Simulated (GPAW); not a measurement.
# O K-edge XANES of KTaO3 (Pm-3m), part 3 of 3

How does the O K edge of KTaO3 (Pm-3m) move when the bonds are compressed or stretched?

GPAW 26.7.0; X-ray absorption from dipole matrix elements to empty bands, plane-wave PAW revPBE.

So far. Step 4 (Spectrum with FCH, O atom 3): The hole costs E(hole) − E(ground) = 530.74 eV, and the lowest empty level of the hole cell on the spectrum's mesh lies at 7.57 eV, which puts the zero at 538.31 eV. One term is added: -8.91 eV, since the hole is spin-paired here and a spin-polarised one costs that much less in the free atom (computed apart). The photon energy is then 529.40 eV. The functional and the charged cell's background leave an error of a few eV in such absolute values.

## 8. Spectrum with FCH, O atom 3

Shorter bonds are expected to push antibonding states and scattering resonances up, and longer ones down; the cell is scaled to test that.

Changed against the first core-hole run: volume scale from 1 to 0.97.

xas.py

```python
import numpy as np
from ase import Atoms
from ase.parallel import parprint, paropen
from gpaw import GPAW, PW, FermiDirac, Mixer, MixerDif, setup_paths
from gpaw.test import gen
setup_paths.insert(0, '.')
gen('O', name='fch1s', xcname='revPBE', corehole=(1, 0, 1), write_xml=True)
from gpaw.mpi import world
world.barrier()

atoms = Atoms('Ta2K2O6',
    cell=[[3.94801139, 0, 3.94801139],
     [0, 3.94801139, 3.94801139],
     [-3.94801139, 0, 3.94801139]],
    scaled_positions=[[0, 0, 0],
     [0.5, 0, 0.5],
     [0.25, 0.5, 0.75],
     [0.75, 0.5, 0.25],
     [0.25, 0, 0.25],
     [0.75, 0, 0.75],
     [0.75, 0.5, 0.75],
     [0.25, 0.5, 0.25],
     [0.25, 0, 0.75],
     [0.75, 0, 0.25]],
    pbc=True)
atoms.calc = calc = GPAW(legacy_gpaw=True, mode=PW(500, force_complex_dtype=True), xc='revPBE', setups={4: 'fch1s'},
    kpts={'size': (4, 4, 4), 'gamma': True}, occupations=FermiDirac(0.02),
    charge=0, mixer=Mixer(0.1, 5, 50), maxiter=150,
    convergence={'density': 0.0001, 'eigenstates': 1e-6}, txt='scf.txt')
energy = atoms.get_potential_energy() + calc.get_reference_energy()
ef = calc.get_fermi_level()
out = dict(energy=energy, fermi=ef, forces=atoms.get_forces().tolist())
parprint(f'all-electron energy {energy:.4f} eV, Fermi level {ef:.4f} eV')
ev = np.array([[calc.get_eigenvalues(k, s) for k in range(len(calc.get_ibz_k_points()))] for s in range(calc.get_number_of_spins())])
out['homo'], out['lumo'], out['counts'] = ev[ev < ef].max(), ev[ev > ef].min(), sorted(set((ev < ef).sum((0, 2)).tolist()))
out['filled'] = (ev[:, 0] < ef).sum(1).tolist()

from ase.units import Ha
from gpaw.xas import dipole_matrix_elements
nb = int(calc.get_number_of_electrons() / 2) + 86
top, nb = nb, nb + 8 + nb // 12
nscf = calc.fixed_density(kpts={'size': (6, 6, 6), 'gamma': True}, nbands=nb,
    convergence={'bands': top, 'eigenstates': 5e-3}, maxiter=60, txt='nscf.txt')
cell = atoms.cell.array
ops = [cell.T @ U.T @ np.linalg.inv(cell.T) for U in nscf.wfs.kd.symmetry.op_scc]
filled = [40]  # bands filled in the ground state, by spin
E = np.arange(-6, 34, 0.1)
fwhm = np.interp(E, [4, 25], [0.9, 3.5])
Y, X, zero, highest = 0, 0, 1e9, 1e9
for spin in range(nscf.get_number_of_spins()):
    wfs = nscf.wfs
    mine = wfs.bd.get_slice()  # this rank's bands
    A = dipole_matrix_elements(wfs.setups[4])
    eps = np.zeros((wfs.kd.nibzkpts, nb))
    d = np.zeros((3, A.shape[1], wfs.kd.nibzkpts, nb), complex)
    for kpt in wfs.kpt_u:
        if kpt.s == spin and 4 in kpt.P_ani:
            eps[kpt.k, mine] = kpt.eps_n * Ha
            d[:, :, kpt.k, mine] = (kpt.weight * wfs.nspins / 2) ** 0.5 * np.inner(A, kpt.P_ani[4])
    world.sum(eps)
    world.sum(d)
    T = np.einsum('amkn,bmkn->abkn', d, d.conj()).real
    T = sum(np.einsum('ai,ijkn,bj->abkn', R, T, R) for R in ops) / len(ops)
    empty = np.ones_like(eps, bool) & (np.arange(nb) >= filled[spin])
    zero, highest = min(zero, eps[empty].min()), min(highest, eps[:, top - 1].min())
    lines = [(eps, T, empty)] if spin == 0 else lines + [(eps, T, empty)]
for eps, T, empty in lines:
    f = np.einsum('aakn->akn', T).reshape(3, -1)
    x = eps.ravel() - zero
    w = np.interp(x, E, fwhm) / 2.35482
    g = np.exp(-0.5 * ((E[:, None] - x) / w) ** 2) / (w * (2 * np.pi) ** 0.5)
    Y = Y + (f * empty.ravel()) @ g.T
    X = X + (f * ~empty.ravel()) @ g.T
out.update(E=E.round(2).tolist(), xas=Y.tolist(), xes=X.tolist(), zero=zero, valid=highest - zero, nk=len(eps), nb=nb)
for i in range(0, len(E), 10):
    parprint(f'{E[i]:7.2f}', *(f'{v:10.3e}' for v in Y[:, i]))
import json
with paropen('out.json', 'w') as f:
    json.dump(out, f)
```

Started as:

```bash
OMP_NUM_THREADS=1 mpirun -n 4 gpaw python xas.py
```

Numbers of over 12 decimals in the logs are rounded to 6 here.

The program printed:

```text
Input parameters:
  convergence: {density: 0.0001,
                eigenstates: 1e-06}
  kpts: {gamma: True,
         size: (4, 4, 4)}
  maxiter: 150
  mixer: {backend: pulay,
          beta: 0.1,
          method: separate,
          nmaxold: 5,
          weight: 50}
  mode: {ecut: 500.0,
         force_complex_dtype: True,
         name: pw}
  occupations: {fixmagmom: False,
                name: fermi-dirac,
[...]
*p    :    -0.060364
*d    :     0.000000
--------------------------------

Diagonalizing with gridspacing h=0.050

state   all-electron     PAW
-------------------------------
2s:      -1.610682    -1.612130
2p:      -1.060364    -1.066633
*d:                   -0.064109
*f:                   -0.013753
-------------------------------
all-electron energy -892932.1450 eV, Fermi level 6.6699 eV
[...]
32.00  6.787e-05  6.787e-05  6.428e-05
  33.00  6.377e-05  6.377e-05  8.445e-05
[key lines of the parts left out:]
Converged after 16 iterations.
Dipole moment: (-0.000000, -0.000000, -0.549046) |e|*Ang
Free energy:    -98.106845
Fermi level: 6.66990
```

It took 68 s on 4 MPI ranks of Arm Neoverse V2, shared host; peak memory 0.37 GiB.

| E (eV) | first run | this run |
| --- | --- | --- |
| -2.0 | 0.00 | 0.00 |
| -1.0 | 0.00 | 0.00 |
| 0.0 | 0.04 | 0.04 |
| 1.0 | 0.48 | 0.42 |
| 2.0 | 1.59 | 1.52 |
| 3.0 | 0.93 | 1.00 |
| 4.0 | 0.37 | 0.48 |
| 5.0 | 0.57 | 0.39 |
| 6.0 | 0.95 | 0.91 |
| 7.0 | 1.73 | 1.68 |
| 8.0 | 2.67 | 2.52 |
| 9.0 | 2.08 | 2.23 |
| 10.0 | 0.97 | 1.20 |
| 11.0 | 0.86 | 0.83 |
| 12.0 | 1.25 | 1.17 |
| 13.0 | 1.38 | 1.36 |
| 14.0 | 1.13 | 1.23 |
| 15.0 | 0.70 | 0.83 |
| 16.0 | 0.39 | 0.46 |
| 17.0 | 0.32 | 0.32 |
| 18.0 | 0.45 | 0.40 |
| 19.0 | 0.69 | 0.61 |
| 20.0 | 0.99 | 0.89 |
| 21.0 | 1.16 | 1.12 |
| 22.0 | 1.03 | 1.09 |
| 23.0 | 0.71 | 0.81 |
| 24.0 | 0.44 | 0.52 |
| 25.0 | 0.32 | 0.35 |
| 26.0 | 0.32 | 0.30 |
| 27.0 | 0.44 | 0.37 |
| 28.0 | 0.64 | 0.53 |
| 29.0 | 0.85 | 0.74 |
| 30.0 | 1.03 | 0.93 |
| 31.0 | 1.17 | 1.07 |
| 32.0 | 1.26 | 1.18 |

The scaled spectrum changes by 9 % r.m.s. The highest intensity below 16 eV goes from 8.1 eV (2.69) to 8.3 eV (2.56).

The photon energy of the zero moves by +0.06 eV.

## 9. Supercell without a hole, the energy reference

The cell changes for the next run, so it gets a reference energy of its own.

The cell differs from the one that the last finished run ended in (a 5.583 → 5.696 Å, b 5.583 → 5.696 Å, c 5.583 → 5.696 Å).

scf.py

```python
import numpy as np
from ase import Atoms
from ase.parallel import parprint, paropen
from gpaw import GPAW, PW, FermiDirac, Mixer, MixerDif, setup_paths
from gpaw.test import gen
setup_paths.insert(0, '.')
gen('O', name='nch1s', xcname='revPBE', corehole=(1, 0, 0), write_xml=True)
from gpaw.mpi import world
world.barrier()

atoms = Atoms('Ta2K2O6',
    cell=[[4.02779069, 0, 4.02779069],
     [0, 4.02779069, 4.02779069],
     [-4.02779069, 0, 4.02779069]],
    scaled_positions=[[0, 0, 0],
     [0.5, 0, 0.5],
     [0.25, 0.5, 0.75],
     [0.75, 0.5, 0.25],
     [0.25, 0, 0.25],
     [0.75, 0, 0.75],
     [0.75, 0.5, 0.75],
     [0.25, 0.5, 0.25],
     [0.25, 0, 0.75],
     [0.75, 0, 0.25]],
    pbc=True)
atoms.calc = calc = GPAW(legacy_gpaw=True, mode=PW(500, force_complex_dtype=True), xc='revPBE', setups={4: 'nch1s'},
    kpts={'size': (4, 4, 4), 'gamma': True}, occupations=FermiDirac(0.02),
    charge=0, mixer=Mixer(0.1, 5, 50), maxiter=150,
    convergence={'density': 0.0001, 'eigenstates': 1e-6}, txt='scf.txt')
energy = atoms.get_potential_energy() + calc.get_reference_energy()
ef = calc.get_fermi_level()
out = dict(energy=energy, fermi=ef, forces=atoms.get_forces().tolist())
parprint(f'all-electron energy {energy:.4f} eV, Fermi level {ef:.4f} eV')
ev = np.array([[calc.get_eigenvalues(k, s) for k in range(len(calc.get_ibz_k_points()))] for s in range(calc.get_number_of_spins())])
out['homo'], out['lumo'], out['counts'] = ev[ev < ef].max(), ev[ev > ef].min(), sorted(set((ev < ef).sum((0, 2)).tolist()))
out['filled'] = (ev[:, 0] < ef).sum(1).tolist()
import json
with paropen('out.json', 'w') as f:
    json.dump(out, f)
```

Started as:

```bash
OMP_NUM_THREADS=1 mpirun -n 4 gpaw python scf.py
```

The program printed:

```text
Input parameters:
  convergence: {density: 0.0001,
                eigenstates: 1e-06}
  kpts: {gamma: True,
         size: (4, 4, 4)}
  maxiter: 150
  mixer: {backend: pulay,
          beta: 0.1,
          method: separate,
          nmaxold: 5,
          weight: 50}
  mode: {ecut: 500.0,
         force_complex_dtype: True,
         name: pw}
  occupations: {fixmagmom: False,
                name: fermi-dirac,
[...]
2s(2) :    -0.881898     1.082464
*s    :     0.118102
2p(4) :    -0.329595     0.879738
*p    :     0.670405
*d    :     0.000000
--------------------------------

Diagonalizing with gridspacing h=0.050

state   all-electron     PAW
-------------------------------
2s:      -0.881898    -0.883008
2p:      -0.329595    -0.333354
*d:                    0.048653
*f:                    0.076486
-------------------------------
all-electron energy -893463.0525 eV, Fermi level 5.7968 eV
[key lines of the parts left out:]
Converged after 19 iterations.
Dipole moment: (-0.000000, -0.000000, 0.000000) |e|*Ang
Free energy:    -73.912500
Fermi level: 5.79685
```

Wall time 23 s (4 MPI ranks); peak memory 0.25 GiB; 92 s of CPU time.

Reference energy: -893463.052 eV with the cores included.

## 10. Spectrum with FCH, O atom 3

Shorter bonds are expected to push antibonding states and scattering resonances up, and longer ones down; the cell is scaled to test that.

Changed against the first core-hole run: volume scale from 1 to 1.03.

xas.py: that of step 8 with these lines changed.

```diff
@@ -11,5 +11,5 @@
 atoms = Atoms('Ta2K2O6',
-    cell=[[3.94801139, 0, 3.94801139],
-     [0, 3.94801139, 3.94801139],
-     [-3.94801139, 0, 3.94801139]],
+    cell=[[4.02779069, 0, 4.02779069],
+     [0, 4.02779069, 4.02779069],
+     [-4.02779069, 0, 4.02779069]],
     scaled_positions=[[0, 0, 0],
@@ -39,3 +39,3 @@
 from gpaw.xas import dipole_matrix_elements
-nb = int(calc.get_number_of_electrons() / 2) + 86
+nb = int(calc.get_number_of_electrons() / 2) + 91
 top, nb = nb, nb + 8 + nb // 12
```

Started as:

```bash
OMP_NUM_THREADS=1 mpirun -n 4 gpaw python xas.py
```

The program printed:

```text
Input parameters:
  convergence: {density: 0.0001,
                eigenstates: 1e-06}
  kpts: {gamma: True,
         size: (4, 4, 4)}
  maxiter: 150
  mixer: {backend: pulay,
          beta: 0.1,
          method: separate,
          nmaxold: 5,
          weight: 50}
  mode: {ecut: 500.0,
         force_complex_dtype: True,
         name: pw}
  occupations: {fixmagmom: False,
                name: fermi-dirac,
[...]
*p    :    -0.060364
*d    :     0.000000
--------------------------------

Diagonalizing with gridspacing h=0.050

state   all-electron     PAW
-------------------------------
2s:      -1.610682    -1.612130
2p:      -1.060364    -1.066633
*d:                   -0.064109
*f:                   -0.013753
-------------------------------
all-electron energy -892932.0054 eV, Fermi level 6.1072 eV
[...]
32.00  6.496e-05  6.496e-05  9.138e-05
  33.00  5.963e-05  5.963e-05  1.065e-04
[key lines of the parts left out:]
Converged after 16 iterations.
Dipole moment: (-0.000000, -0.000000, -0.557428) |e|*Ang
Free energy:    -97.967206
Fermi level: 6.10722
```

Wall time 66 s (4 MPI ranks); peak memory 0.38 GiB; 4.4 min of CPU time.

| E (eV) | first run | this run |
| --- | --- | --- |
| -2.0 | 0.00 | 0.00 |
| -1.0 | 0.00 | 0.00 |
| 0.0 | 0.04 | 0.05 |
| 1.0 | 0.48 | 0.54 |
| 2.0 | 1.59 | 1.59 |
| 3.0 | 0.93 | 0.88 |
| 4.0 | 0.37 | 0.34 |
| 5.0 | 0.57 | 0.75 |
| 6.0 | 0.95 | 0.98 |
| 7.0 | 1.73 | 1.83 |
| 8.0 | 2.67 | 2.75 |
| 9.0 | 2.08 | 1.83 |
| 10.0 | 0.97 | 0.84 |
| 11.0 | 0.86 | 0.95 |
| 12.0 | 1.25 | 1.31 |
| 13.0 | 1.38 | 1.35 |
| 14.0 | 1.13 | 1.00 |
| 15.0 | 0.70 | 0.58 |
| 16.0 | 0.39 | 0.34 |
| 17.0 | 0.32 | 0.34 |
| 18.0 | 0.45 | 0.50 |
| 19.0 | 0.69 | 0.78 |
| 20.0 | 0.99 | 1.07 |
| 21.0 | 1.16 | 1.16 |
| 22.0 | 1.03 | 0.94 |
| 23.0 | 0.71 | 0.61 |
| 24.0 | 0.44 | 0.39 |
| 25.0 | 0.32 | 0.31 |
| 26.0 | 0.32 | 0.36 |
| 27.0 | 0.44 | 0.52 |
| 28.0 | 0.64 | 0.75 |
| 29.0 | 0.85 | 0.96 |
| 30.0 | 1.03 | 1.13 |
| 31.0 | 1.17 | 1.25 |
| 32.0 | 1.26 | 1.31 |

The scaled spectrum changes by 9 % r.m.s. The highest intensity below 16 eV goes from 8.1 eV (2.69) to 8.0 eV (2.75).

The photon energy of the zero moves by -0.07 eV.

## 11. Reference energy of the supercell

The cell changes for the next run, so it gets a reference energy of its own.

The cell differs from the one that the last finished run ended in (a 5.696 → 5.751 Å, b 5.696 → 5.751 Å, c 5.696 → 5.751 Å).

scf.py: that of step 9 with these lines changed.

```diff
@@ -11,5 +11,5 @@
 atoms = Atoms('Ta2K2O6',
-    cell=[[4.02779069, 0, 4.02779069],
-     [0, 4.02779069, 4.02779069],
-     [-4.02779069, 0, 4.02779069]],
+    cell=[[4.06652182, 0, 4.06652182],
+     [0, 4.06652182, 4.06652182],
+     [-4.06652182, 0, 4.06652182]],
     scaled_positions=[[0, 0, 0],
```

Started as:

```bash
OMP_NUM_THREADS=1 mpirun -n 4 gpaw python scf.py
```

The program printed:

```text
Input parameters:
  convergence: {density: 0.0001,
                eigenstates: 1e-06}
  kpts: {gamma: True,
         size: (4, 4, 4)}
  maxiter: 150
  mixer: {backend: pulay,
          beta: 0.1,
          method: separate,
          nmaxold: 5,
          weight: 50}
  mode: {ecut: 500.0,
         force_complex_dtype: True,
         name: pw}
  occupations: {fixmagmom: False,
                name: fermi-dirac,
[...]
2s(2) :    -0.881898     1.082464
*s    :     0.118102
2p(4) :    -0.329595     0.879738
*p    :     0.670405
*d    :     0.000000
--------------------------------

Diagonalizing with gridspacing h=0.050

state   all-electron     PAW
-------------------------------
2s:      -0.881898    -0.883008
2p:      -0.329595    -0.333354
*d:                    0.048653
*f:                    0.076486
-------------------------------
all-electron energy -893463.0764 eV, Fermi level 5.5131 eV
[key lines of the parts left out:]
Converged after 21 iterations.
Dipole moment: (-0.000000, -0.000000, -0.000000) |e|*Ang
Free energy:    -73.936446
Fermi level: 5.51310
```

It took 25 s on 4 MPI ranks; peak memory 0.25 GiB.

Reference energy: -893463.076 eV with the cores included.

## 12. Spectrum with FCH, O atom 3

Shorter bonds are expected to push antibonding states and scattering resonances up, and longer ones down; the cell is scaled to test that.

Changed against the first core-hole run: volume scale from 1 to 1.06.

xas.py: that of step 10 with these lines changed.

```diff
@@ -11,5 +11,5 @@
 atoms = Atoms('Ta2K2O6',
-    cell=[[4.02779069, 0, 4.02779069],
-     [0, 4.02779069, 4.02779069],
-     [-4.02779069, 0, 4.02779069]],
+    cell=[[4.06652182, 0, 4.06652182],
+     [0, 4.06652182, 4.06652182],
+     [-4.06652182, 0, 4.06652182]],
     scaled_positions=[[0, 0, 0],
@@ -39,3 +39,3 @@
 from gpaw.xas import dipole_matrix_elements
-nb = int(calc.get_number_of_electrons() / 2) + 91
+nb = int(calc.get_number_of_electrons() / 2) + 93
 top, nb = nb, nb + 8 + nb // 12
```

Started as:

```bash
OMP_NUM_THREADS=1 mpirun -n 4 gpaw python xas.py
```

The program printed:

```text
Input parameters:
  convergence: {density: 0.0001,
                eigenstates: 1e-06}
  kpts: {gamma: True,
         size: (4, 4, 4)}
  maxiter: 150
  mixer: {backend: pulay,
          beta: 0.1,
          method: separate,
          nmaxold: 5,
          weight: 50}
  mode: {ecut: 500.0,
         force_complex_dtype: True,
         name: pw}
  occupations: {fixmagmom: False,
                name: fermi-dirac,
[...]
*p    :    -0.060364
*d    :     0.000000
--------------------------------

Diagonalizing with gridspacing h=0.050

state   all-electron     PAW
-------------------------------
2s:      -1.610682    -1.612130
2p:      -1.060364    -1.066633
*d:                   -0.064109
*f:                   -0.013753
-------------------------------
all-electron energy -892931.7415 eV, Fermi level 5.8419 eV
[...]
32.00  6.314e-05  6.314e-05  1.013e-04
  33.00  5.918e-05  5.918e-05  1.084e-04
[key lines of the parts left out:]
Converged after 16 iterations.
Dipole moment: (-0.000000, -0.000000, -0.561071) |e|*Ang
Free energy:    -97.703398
Fermi level: 5.84187
```

The job ended after 71 s (4 MPI ranks; peak memory 0.39 GiB).

| E (eV) | first run | this run |
| --- | --- | --- |
| -2.0 | 0.00 | 0.00 |
| -1.0 | 0.00 | 0.00 |
| 0.0 | 0.04 | 0.05 |
| 1.0 | 0.48 | 0.60 |
| 2.0 | 1.59 | 1.55 |
| 3.0 | 0.93 | 0.82 |
| 4.0 | 0.37 | 0.38 |
| 5.0 | 0.57 | 0.85 |
| 6.0 | 0.95 | 1.01 |
| 7.0 | 1.73 | 1.99 |
| 8.0 | 2.67 | 2.69 |
| 9.0 | 2.08 | 1.57 |
| 10.0 | 0.97 | 0.81 |
| 11.0 | 0.86 | 1.03 |
| 12.0 | 1.25 | 1.35 |
| 13.0 | 1.38 | 1.29 |
| 14.0 | 1.13 | 0.88 |
| 15.0 | 0.70 | 0.49 |
| 16.0 | 0.39 | 0.32 |
| 17.0 | 0.32 | 0.36 |
| 18.0 | 0.45 | 0.56 |
| 19.0 | 0.69 | 0.86 |
| 20.0 | 0.99 | 1.13 |
| 21.0 | 1.16 | 1.14 |
| 22.0 | 1.03 | 0.84 |
| 23.0 | 0.71 | 0.52 |
| 24.0 | 0.44 | 0.35 |
| 25.0 | 0.32 | 0.32 |
| 26.0 | 0.32 | 0.42 |
| 27.0 | 0.44 | 0.62 |
| 28.0 | 0.64 | 0.86 |
| 29.0 | 0.85 | 1.07 |
| 30.0 | 1.03 | 1.22 |
| 31.0 | 1.17 | 1.31 |
| 32.0 | 1.26 | 1.35 |

The scaled spectrum changes by 16 % r.m.s. A shift of -0.4 eV leaves 9 %. The highest intensity below 16 eV goes from 8.1 eV (2.69) to 7.8 eV (2.73).

The photon energy of the zero moves by -0.13 eV.

## 13. The volumes side by side

| volume | nearest distance (Å) | shift of the zero (eV) | maximum 1 (eV above own zero) | maximum 2 (eV above own zero) | maximum 3 (eV above own zero) | maximum 4 (eV above own zero) |
| --- | --- | --- | --- | --- | --- | --- |
| 0.94 | 1.953 | +0.13 | 2.3 | 8.2 | 13.4 | 21.8 |
| 0.97 | 1.974 | +0.06 | 2.2 | 8.3 | 13.1 | 21.4 |
| 1 | 1.994 | +0.00 | 2.1 | 8.1 | 12.9 | 21.1 |
| 1.03 | 2.014 | -0.07 | 2.0 | 8.0 | 12.6 | 20.8 |
| 1.06 | 2.033 | -0.13 | 1.9 | 7.8 | 12.4 | 20.5 |

The curves, each shifted by its zero's change so that they share one photon-energy axis, counted from the zero at V × 1:

| E (eV) | V × 0.94 | V × 0.97 | V × 1 | V × 1.03 | V × 1.06 |
| --- | --- | --- | --- | --- | --- |
| -2.0 | 0.00 | 0.00 | 0.00 | 0.00 | 0.00 |
| -1.0 | 0.00 | 0.00 | 0.00 | 0.00 | 0.00 |
| 0.0 | 0.02 | 0.03 | 0.04 | 0.06 | 0.08 |
| 1.0 | 0.29 | 0.37 | 0.48 | 0.60 | 0.76 |
| 2.0 | 1.22 | 1.45 | 1.59 | 1.57 | 1.45 |
| 3.0 | 1.18 | 1.04 | 0.93 | 0.84 | 0.74 |
| 4.0 | 0.66 | 0.52 | 0.37 | 0.33 | 0.42 |
| 5.0 | 0.21 | 0.36 | 0.57 | 0.78 | 0.87 |
| 6.0 | 0.71 | 0.88 | 0.95 | 1.01 | 1.08 |
| 7.0 | 1.46 | 1.61 | 1.73 | 1.92 | 2.18 |
| 8.0 | 2.37 | 2.49 | 2.67 | 2.73 | 2.60 |
| 9.0 | 2.28 | 2.28 | 2.08 | 1.74 | 1.41 |
| 10.0 | 1.56 | 1.26 | 0.97 | 0.81 | 0.80 |
| 11.0 | 0.95 | 0.83 | 0.86 | 0.98 | 1.09 |
| 12.0 | 1.04 | 1.15 | 1.25 | 1.33 | 1.37 |
| 13.0 | 1.30 | 1.36 | 1.38 | 1.34 | 1.24 |
| 14.0 | 1.31 | 1.25 | 1.13 | 0.97 | 0.82 |
| 15.0 | 1.02 | 0.86 | 0.70 | 0.56 | 0.46 |
| 16.0 | 0.62 | 0.48 | 0.39 | 0.33 | 0.31 |
| 17.0 | 0.36 | 0.32 | 0.32 | 0.34 | 0.38 |
| 18.0 | 0.35 | 0.39 | 0.45 | 0.52 | 0.60 |
| 19.0 | 0.51 | 0.59 | 0.69 | 0.80 | 0.91 |
| 20.0 | 0.76 | 0.87 | 0.99 | 1.08 | 1.15 |
| 21.0 | 1.02 | 1.11 | 1.16 | 1.16 | 1.11 |
| 22.0 | 1.13 | 1.10 | 1.03 | 0.92 | 0.79 |
| 23.0 | 0.95 | 0.83 | 0.71 | 0.59 | 0.49 |
| 24.0 | 0.65 | 0.53 | 0.44 | 0.38 | 0.33 |
| 25.0 | 0.42 | 0.36 | 0.32 | 0.31 | 0.32 |
| 26.0 | 0.31 | 0.30 | 0.32 | 0.37 | 0.44 |
| 27.0 | 0.31 | 0.36 | 0.44 | 0.54 | 0.66 |
| 28.0 | 0.42 | 0.52 | 0.64 | 0.76 | 0.89 |
| 29.0 | 0.60 | 0.72 | 0.85 | 0.97 | 1.09 |
| 30.0 | 0.79 | 0.92 | 1.03 | 1.14 | 1.24 |
| 31.0 | 0.96 | 1.07 | 1.17 | 1.25 | 1.32 |
| 32.0 | 1.08 | 1.18 | 1.26 | 1.32 | 1.36 |

## 14. Results

| Item | Value |
| --- | --- |
| absorber and edge | O K, atom 3 of the ground-state input (counted from 1) |
| surroundings | 2 Ta at 1.99 Å (linear, site symmetry 4/mmm) |
| highest intensity below 16 eV | 8.1 eV above the zero, height 2.69 |
| photon energy of the zero, with the added terms | 529.4 eV (raw 538.3 eV; uncertain by a few eV) |

What this shows: From V × 0.94 to V × 1.06 the nearest distance grows by 0.080 Å and the zero moves by -0.26 eV. Above their own zero, the maxima move from 2.3 to 1.9 eV, from 8.2 to 7.8 eV, from 13.4 to 12.4 eV and from 21.8 to 20.5 eV. The one highest in energy moves most, in the direction that the rule ΔE·R² ≈ constant for scattering resonances gives. The O K edge of atom 3, with 2 Ta at 1.99 Å (linear, site symmetry 4/mmm), has its highest intensity of the first 16 eV at 8.1 eV above the zero, near 537 eV in photon energy (uncertain by a few eV), 2.7 times the mean level of the first 20 eV (Gaussian full width 0.9 eV up to 4 eV, rising linearly to 3.5 eV at 25 eV). The holes are only 5.6 Å apart, so the shape is probably not converged with cell size; no larger cell was run here. The mesh is coarse (0.26 Å⁻¹ between points), so small maxima may be mesh ripples. The structure is a published determination, not relaxed.

[Banner, clock and machine lines of the logs are left out without a mark of their own.]

[Logs are printed without paths, hosts, clocks, repeated set-up lines and the standing remarks that a program may print on its own settings, such as how far it seeks lower states.]

[Hosts, paths, dates, database ids (printed as entryN), source tags and the programs' standing remarks are cut or masked in the printed files.]

[Lists of maxima count a maximum above −3 eV only where it reaches 4 % of the highest in the window and stands out from its surroundings by 2 % of it (1.5 % where it reaches 55 %); shoulders and weaker maxima are passed over, and of the rest the first, up to two pre-edge ones and the few strongest are named.]
